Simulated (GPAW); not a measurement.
# Ballistic transport through a W chain with one Se atom in line, cheap and dear, part 2 of 2

Aim: T(E), conductance and thermopower of a W chain with one Se atom in line, and what cheaper settings cost in accuracy.

GPAW 26.7.0; GPAW LCAO, PAW setups; Landauer transmission from Green's functions with principal layers (ASE), zero bias.

So far, transmission at the Fermi level (one spin): step 2 (double-zeta polarised basis, PBE, GPAW) 1.75; step 3 (basis szp(dzp), PBE, GPAW) 1.76; step 4 (basis sz(dzp), PBE, GPAW) 1.61; step 5 (RPBE) 1.74.

### 8. Mixing 0.02, k-points along the lead 4

Mixing changes the road to self-consistency, not its end. The mixing history changes the road to self-consistency, not its end. The lead's own mesh along the current sets its density and potential; where the lead is aligned to the junction's end layer, a rigid shift drops out.

This step: GPAW LCAO, PAW setups; Landauer transmission from Green's functions with principal layers (ASE), zero bias (GPAW 26.7.0).

run.py

```python
import json
import numpy as np
from ase import Atoms
from ase.transport.calculators import TransportCalculator
from gpaw import GPAW, FermiDirac
from gpaw.lcao.tools import get_lcao_hamiltonian
from scipy.linalg import eigh

# The junction with lead layers at both ends, along the third cell vector
device = Atoms(
    ['W', 'W', 'W', 'W', 'W', 'W', 'W', 'Se', 'W', 'W', 'W', 'W', 'W', 'W', 'W'],
    positions=[
        [4.50000, 4.50000, 1.12500],
        [4.50000, 4.50000, 3.37500],
        [4.50000, 4.50000, 5.62500],
        [4.50000, 4.50000, 7.87500],
        [4.50000, 4.50000, 10.12500],
        [4.50000, 4.50000, 12.37500],
        [4.50000, 4.50000, 14.62500],
        [4.50000, 4.50000, 16.88290],
        [4.50000, 4.50000, 19.14080],
        [4.50000, 4.50000, 21.39080],
        [4.50000, 4.50000, 23.64080],
        [4.50000, 4.50000, 25.89080],
        [4.50000, 4.50000, 28.14080],
        [4.50000, 4.50000, 30.39080],
        [4.50000, 4.50000, 32.64080]],
    cell=[[9.0, 0.0, 0.0], [0.0, 9.0, 0.0], [0.0, 0.0, 33.7658]],
    pbc=True)

# One principal layer of the lead: the first 5 atoms of the device
lead = Atoms(
    ['W', 'W', 'W', 'W', 'W'],
    positions=[
        [4.50000, 4.50000, 1.12500],
        [4.50000, 4.50000, 3.37500],
        [4.50000, 4.50000, 5.62500],
        [4.50000, 4.50000, 7.87500],
        [4.50000, 4.50000, 10.12500]],
    cell=[[9.0, 0.0, 0.0], [0.0, 9.0, 0.0], [0.0, 0.0, 11.25]],
    pbc=True)

settings = dict(mode='lcao', basis='dzp', xc='PBE', h=0.2,
                occupations=FermiDirac(0.1), maxiter=250,
                mixer=dict(beta=0.02, nmaxold=5, weight=100.0),
                convergence=dict(density=0.0001))
energies = np.arange(-2, 2 + 1e-9, 0.05)
eta = 0.0001
n1, n2 = 1, 1
# k and -k transmit alike, so half of the mesh across the current serves
mesh = [(i, j) for i in range(n1) for j in range(n2) if (i, j) <= (-i % n1, -j % n2)]
weights = np.array([1 if (i, j) == (-i % n1, -j % n2) else 2 for i, j in mesh]) / (n1 * n2)

# [... helper functions left out ...]
fermi_lead = ground_state(lead, (1, 1, 4), 'lead.txt')
fermi_device = ground_state(device, (1, 1, 3), 'device.txt')
# [... loop over the mesh left out, but for ...]
        # Shift the lead onto the potential of the device's first layer
        shift = ((H[:, 0, 0] - H0[:, 0, 0]) / S0[0, 0]).real.mean()
# [...]
kT = 8.617333e-5 * 300
bias = [0.1, 0.2, 0.5, 1.0, 1.5, 2.0]
# [... integrals and printing left out ...]
```

Command:

```
$ OMP_NUM_THREADS=1 OPENBLAS_NUM_THREADS=1 python run.py
```

Output:

```text
basis functions: device 419, principal layer 145
Fermi level: lead -2.6539 eV, device -2.7454 eV; lead shifted by 0.0425 eV
largest coupling past the next layer 7.88e-06 eV, largest misfit of the first layer 0.067 eV
  E-E_F (eV)   T (one spin)  [channel counts left out]
    -2.000    1.7584e+00
    -1.950    1.7709e+00
    -1.900    1.7798e+00
    -1.850    1.7868e+00
    -1.800    1.7929e+00
    -1.750    1.7983e+00
    -1.700    1.8030e+00
    -1.650    1.8076e+00
    -1.600    1.8104e+00
    -1.550    1.8124e+00
    -1.500    1.8132e+00
    -1.450    1.8128e+00
    -1.400    1.8110e+00
    -1.350    1.8080e+00
    -1.300    1.8037e+00
    -1.250    1.7983e+00
[...]
1.650    7.7401e-01
     1.700    6.0429e-01
     1.750    5.1039e-01
     1.800    5.1021e-01
     1.850    5.1046e-01
     1.900    5.1096e-01
     1.950    5.1158e-01
     2.000    5.1228e-01
conductance at 300 K: 1.7499 G0 a cell; thermopower 0.3857 uV/K
current from the zero-bias T(E) at 0.1 V: 13.556 uA
current from the zero-bias T(E) at 0.2 V: 27.095 uA
current from the zero-bias T(E) at 0.5 V: 67.454 uA
current from the zero-bias T(E) at 1.0 V: 133.09 uA
current from the zero-bias T(E) at 1.5 V: 196 uA
current from the zero-bias T(E) at 2.0 V: 256.42 uA
```

Run time: 3.1 min. Hardware: 1 thread of Arm Neoverse V1, shared host; peak memory 1.2 GiB.

The run finished with changed settings (beta = 0.02, nmaxold = 5 and lead_nz = 4); it serves as a test.

The two runs compared:

```csv
quantity,this run,sound run,difference
conductance (G₀),1.7499,1.7485,0.00147
largest coupling past the next principal layer (eV),7.882e-6,7.883e-6,-8.8e-10
largest misfit of the first principal layer (eV),0.067084,0.059187,0.00790
shift that aligns the lead (eV),0.042489,0.023686,0.0188
transmission at the Fermi level (one spin),1.7510,1.7496,0.00148
```

### 9. Density threshold 0.001, k-points along the lead 2

The Hamiltonian is taken from the last density. The density threshold is one of the tests that end the cycle; the energy must settle too, so a loose value may not be the test that decides. The lead's own mesh along the current sets its density and potential; where the lead is aligned to the junction's end layer, a rigid shift drops out.

run.py: that of step 8 with these lines changed.

```diff
@@ -44,4 +44,4 @@
                 occupations=FermiDirac(0.1), maxiter=250,
-                mixer=dict(beta=0.02, nmaxold=5, weight=100.0),
-                convergence=dict(density=0.0001))
+                mixer=dict(beta=0.1, nmaxold=8, weight=100.0),
+                convergence=dict(density=0.001))
 energies = np.arange(-2, 2 + 1e-9, 0.05)
@@ -54,3 +54,3 @@
 # [... helper functions left out ...]
-fermi_lead = ground_state(lead, (1, 1, 4), 'lead.txt')
+fermi_lead = ground_state(lead, (1, 1, 2), 'lead.txt')
 fermi_device = ground_state(device, (1, 1, 3), 'device.txt')
```

Output:

```text
basis functions: device 419, principal layer 145
Fermi level: lead -2.6526 eV, device -2.7460 eV; lead shifted by -0.0078 eV
largest coupling past the next layer 7.88e-06 eV, largest misfit of the first layer 0.121 eV
  E-E_F (eV)   T (one spin)  [channel counts left out]
    -2.000    1.7314e+00
    -1.950    1.7383e+00
    -1.900    1.7465e+00
    -1.850    1.7562e+00
    -1.800    1.7672e+00
    -1.750    1.7790e+00
    -1.700    1.7918e+00
    -1.650    1.8031e+00
    -1.600    1.8148e+00
    -1.550    1.8250e+00
    -1.500    1.8334e+00
    -1.450    1.8396e+00
    -1.400    1.8433e+00
    -1.350    1.8444e+00
    -1.300    1.8430e+00
    -1.250    1.8392e+00
[...]
1.650    7.0434e-01
     1.700    5.1163e-01
     1.750    5.1072e-01
     1.800    5.1134e-01
     1.850    5.1183e-01
     1.900    5.1275e-01
     1.950    5.1373e-01
     2.000    5.1475e-01
conductance at 300 K: 1.7441 G0 a cell; thermopower 0.1625 uV/K
current from the zero-bias T(E) at 0.1 V: 13.51 uA
current from the zero-bias T(E) at 0.2 V: 27.001 uA
current from the zero-bias T(E) at 0.5 V: 67.196 uA
current from the zero-bias T(E) at 1.0 V: 132.55 uA
current from the zero-bias T(E) at 1.5 V: 195.29 uA
current from the zero-bias T(E) at 2.0 V: 255.93 uA
```

Run time: 2.4 min. Hardware: 1 thread; peak memory 1.3 GiB.

The run finished with changed settings (conv = 0.001 and lead_nz = 2); it serves as a test.

Side by side:

```csv
quantity,this run,sound run,difference
conductance (G₀),1.7441,1.7485,-0.00437
largest coupling past the next principal layer (eV),7.882e-6,7.883e-6,-7.1e-10
largest misfit of the first principal layer (eV),0.12064,0.059187,0.0615
shift that aligns the lead (eV),-0.0077822,0.023686,-0.0315
transmission at the Fermi level (one spin),1.7454,1.7496,-0.00412
```

The two runs differ clearly in the largest misfit of the first principal layer: 0.121 eV against 0.0592 eV.

### 10. What came out

```yaml
conductance: 1.75 G₀
transmission_at_the_fermi_level_mean_of_the_spins: 1.75
```

**Reading.** In the dzp basis the junction conducts 1.75 G₀ at 300 K, with T = 1.75 a spin at the Fermi level; the sz basis reaches that conductance within 10 %. At the Fermi level the three most open eigenchannels pass 0.60, 0.60 and 0.53. Measured against the first run (dzp), the nearest curve is that of dzp-RPBE (r.m.s. 0.016) and the farthest that of sz (0.13). Over the compared runs wall time goes from 78 s (sz) to 182 s (dzp-RPBE), on a shared host. The geometry was built from estimated bond lengths and not relaxed, so the numbers describe this model structure. The run had no spin polarisation, so a magnetic state, which chains and small molecules with open shells often have, wasn't tested. Spin-orbit coupling is left out, which matters for the heavy atoms here. An evenly spaced straight chain is an idealisation: free chains tend to dimerise, zigzag or, where a band edge lies near the Fermi level, turn magnetic. The currents use the zero-bias T(E) throughout, which holds only while the bias is small against the distance to the nearest feature. The thermopower isn't quoted: it samples T(E) farther from the Fermi level than the conductance does, and the energy grid wasn't tested for it.

[Logs are printed without paths, hosts, clocks, repeated set-up lines and the standing remarks that a program may print on its own settings, such as how far it seeks lower states.]

[Hosts, paths, dates, database ids (printed as entryN), source tags and the programs' standing remarks are cut or masked in the printed files.]
